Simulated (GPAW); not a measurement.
# Geometry or basis: what sets the conductance of a Cu chain with one B atom in line, part 2 of 2

How well does a Cu chain with one B atom in line conduct once its atoms have relaxed, and how much do cheaper levels lose?

GPAW 26.7.0; GPAW LCAO, PAW setups; relaxation of the junction within the symmetry of its start, lead ends held (the session's first sound run).

So far, transmission at the Fermi level (one spin): step 3 (GPAW, dzp, PBE, GPAW) 0.733; step 4 (single-zeta polarised basis, PBE, GPAW) 0.641; step 5 (minimal basis, PBE, GPAW) 0.472; step 6 (revPBE in the dzp basis: xc = "revPBE") 0.727; step 7 (the structure as built: geometry = "as built", PBE, GPAW) 0.743.

## Step 10: Broadening 1e-05: eta = 1e-05

The broadening keeps the Green's functions finite; too large a value absorbs electrons where channels are open and leaks them where none are.

This step: GPAW LCAO, PAW setups; Landauer transmission from Green's functions with principal layers (ASE), zero bias (GPAW 26.7.0).

File run.py:

```python
import json
import numpy as np
from ase import Atoms
from ase.transport.calculators import TransportCalculator
from gpaw import GPAW, FermiDirac
from gpaw.lcao.tools import get_lcao_hamiltonian
from scipy.linalg import eigh

# The junction with lead layers at both ends, along the third cell vector
device = Atoms(
    ['Cu', 'Cu', 'Cu', 'Cu', 'Cu', 'Cu', 'B', 'Cu', 'Cu', 'Cu', 'Cu', 'Cu', 'Cu'],
    positions=[
        [4.50000, 4.50000, 1.15000],
        [4.50000, 4.50000, 3.45000],
        [4.50000, 4.50000, 5.75000],
        [4.50000, 4.50000, 8.05000],
        [4.50000, 4.50000, 10.35000],
        [4.50000, 4.50000, 12.68392],
        [4.50000, 4.50000, 14.56240],
        [4.50000, 4.50000, 16.44088],
        [4.50000, 4.50000, 18.77480],
        [4.50000, 4.50000, 21.07480],
        [4.50000, 4.50000, 23.37480],
        [4.50000, 4.50000, 25.67480],
        [4.50000, 4.50000, 27.97480]],
    cell=[[9.0, 0.0, 0.0], [0.0, 9.0, 0.0], [0.0, 0.0, 29.1248]],
    pbc=True)

# One principal layer of the lead: the first 3 atoms of the device
lead = Atoms(
    ['Cu', 'Cu', 'Cu'],
    positions=[
        [4.50000, 4.50000, 1.15000],
        [4.50000, 4.50000, 3.45000],
        [4.50000, 4.50000, 5.75000]],
    cell=[[9.0, 0.0, 0.0], [0.0, 9.0, 0.0], [0.0, 0.0, 6.9]],
    pbc=True)

settings = dict(mode='lcao', basis='dzp', xc='PBE', h=0.2,
                occupations=FermiDirac(0.1), maxiter=250,
                mixer=dict(beta=0.1, nmaxold=8, weight=100.0),
                convergence=dict(density=0.0001))
energies = np.arange(-2, 2 + 1e-9, 0.025)
eta = 1e-05
n1, n2 = 1, 1
# k and -k transmit alike, so half of the mesh across the current serves
mesh = [(i, j) for i in range(n1) for j in range(n2) if (i, j) <= (-i % n1, -j % n2)]
weights = np.array([1 if (i, j) == (-i % n1, -j % n2) else 2 for i, j in mesh]) / (n1 * n2)

# [... helper functions left out ...]
fermi_lead = ground_state(lead, (1, 1, 16), 'lead.txt')
fermi_device = ground_state(device, (1, 1, 3), 'device.txt')
# [... loop over the mesh left out, but for ...]
        # Shift the lead onto the potential of the device's first layer
        shift = ((H[:, 0, 0] - H0[:, 0, 0]) / S0[0, 0]).real.mean()
# [...]
kT = 8.617333e-5 * 300
bias = [0.1, 0.2, 0.5, 1.0, 1.5, 2.0]
# [... integrals and printing left out ...]
```

On the command line:

```console
> OMP_NUM_THREADS=1 OPENBLAS_NUM_THREADS=1 python run.py
```

Elapsed: 44 s, on 1 thread of Arm Neoverse V1, shared host; peak memory 0.89 GiB.

This step gave:

* conductance: 0.7332 G₀
* largest misfit of the first principal layer: 0.02732 eV
* shift that aligns the lead: -0.005445 eV
* transmission at the Fermi level (one spin): 0.7337

One spin. The transmission, zone mean by energy, zero at the Fermi level:

| energy (eV) | transmission, zone mean |
| --- | --- |
| -2.000 | 3.9e-5 |
| -1.900 | 2.3e-4 |
| -1.800 | 0.0154 |
| -1.700 | 0.185 |
| -1.600 | 0.910 |
| -1.575 | 1.00 |
| -1.500 | 0.864 |
| -1.400 | 0.643 |
| -1.300 | 0.553 |
| -1.200 | 0.709 |
| -1.100 | 0.819 |
| -1.000 | 0.855 |
| -0.900 | 0.812 |
| -0.800 | 0.742 |
| -0.700 | 0.710 |
| -0.600 | 0.734 |
| -0.500 | 0.783 |
| -0.400 | 0.810 |
| -0.375 | 0.811 |
| -0.300 | 0.802 |
| -0.200 | 0.806 |
| -0.100 | 0.763 |
| 0.000 | 0.734 |
| 0.100 | 0.699 |
| 0.200 | 0.662 |
| 0.300 | 0.625 |
| 0.400 | 0.590 |
| 0.500 | 0.556 |
| 0.600 | 0.525 |
| 0.700 | 0.496 |
| 0.800 | 0.470 |
| 0.900 | 0.445 |
| 1.000 | 0.422 |
| 1.100 | 0.401 |
| 1.200 | 0.381 |
| 1.300 | 0.363 |
| 1.400 | 0.345 |
| 1.500 | 0.328 |
| 1.600 | 0.312 |
| 1.700 | 0.297 |
| 1.800 | 0.281 |
| 1.900 | 0.267 |
| 2.000 | 0.252 |

Not self-consistent under bias; the bias window is split evenly. The current through one cell, from the zero-bias transmission by bias:

| bias (V) | current through one cell, from the zero-bias transmission (μA) |
| --- | --- |
| 0.100 | 5.68 |
| 0.200 | 11.4 |
| 0.500 | 28.3 |
| 1.000 | 55.4 |
| 1.500 | 79.7 |
| 2.000 | 104 |

Table of transmission of the three most open eigenchannels by energy, zero at the Fermi level:

| energy (eV) | channel 1 | channel 2 = channel 3 |
| --- | --- | --- |
| -2.000 | 3.9e-5 | 0 |
| -1.800 | 0.0154 | 0 |
| -1.600 | 0.903 | 0.00344 |
| -1.400 | 0.617 | 0.0131 |
| -1.200 | 0.679 | 0.0150 |
| -1.000 | 0.818 | 0.0189 |
| -0.800 | 0.688 | 0.0268 |
| -0.600 | 0.687 | 0.0239 |
| -0.400 | 0.768 | 0.0210 |
| -0.200 | 0.775 | 0.0154 |
| 0.000 | 0.734 | 0 |
| 0.200 | 0.662 | 0 |
| 0.400 | 0.590 | 0 |
| 0.600 | 0.525 | 0 |
| 0.800 | 0.470 | 0 |
| 1.000 | 0.422 | 0 |
| 1.200 | 0.381 | 0 |
| 1.400 | 0.345 | 0 |
| 1.600 | 0.312 | 0 |
| 1.800 | 0.281 | 0 |
| 2.000 | 0.252 | 0 |

The conductance equals that of the dzp run to 0.2 %.

## Step 11: Outcome

```json
{"conductance": "0.732 G₀", "transmission at the Fermi level, mean of the spins": "0.733"}
```

In the dzp basis the junction conducts 0.732 G₀ at 300 K, with T = 0.733 a spin at the Fermi level; no smaller basis tried comes within 10 % of that conductance. Relaxation moved atoms by up to 0.034 Å and took the conductance from 0.742 to 0.732 G₀, as a ratio a smaller change than the step from dzp to the minimal basis. At the Fermi level one eigenchannel carries the current (0.73). Measured against the first run (dzp), the nearest curve is that of dzp-revPBE (r.m.s. 0.0075) and the farthest that of sz (0.27). Over the compared runs wall time goes from 33 s (sz) to 44 s (asbuilt), on a shared host. The leads kept an estimated spacing and the cell its length, so the junction may be under some tension or compression. The geometry comes from the orbital basis, which tends to overbind, and kept the symmetry of the start, so a structure of lower symmetry may lie lower. The run had no spin polarisation, so a magnetic state, which chains and small molecules with open shells often have, wasn't tested. An evenly spaced straight chain is an idealisation: free chains tend to dimerise, zigzag or, where a band edge lies near the Fermi level, turn magnetic. The currents use the zero-bias T(E) throughout, which holds only while the bias is small against the distance to the nearest feature. The thermopower isn't quoted: it samples T(E) farther from the Fermi level than the conductance does, and the energy grid wasn't tested for it.

[Logs are printed without paths, hosts, clocks, repeated set-up lines and the standing remarks that a program may print on its own settings, such as how far it seeks lower states.]

[Hosts, paths, dates, database ids (printed as entryN), source tags and the programs' standing remarks are cut or masked in the printed files.]
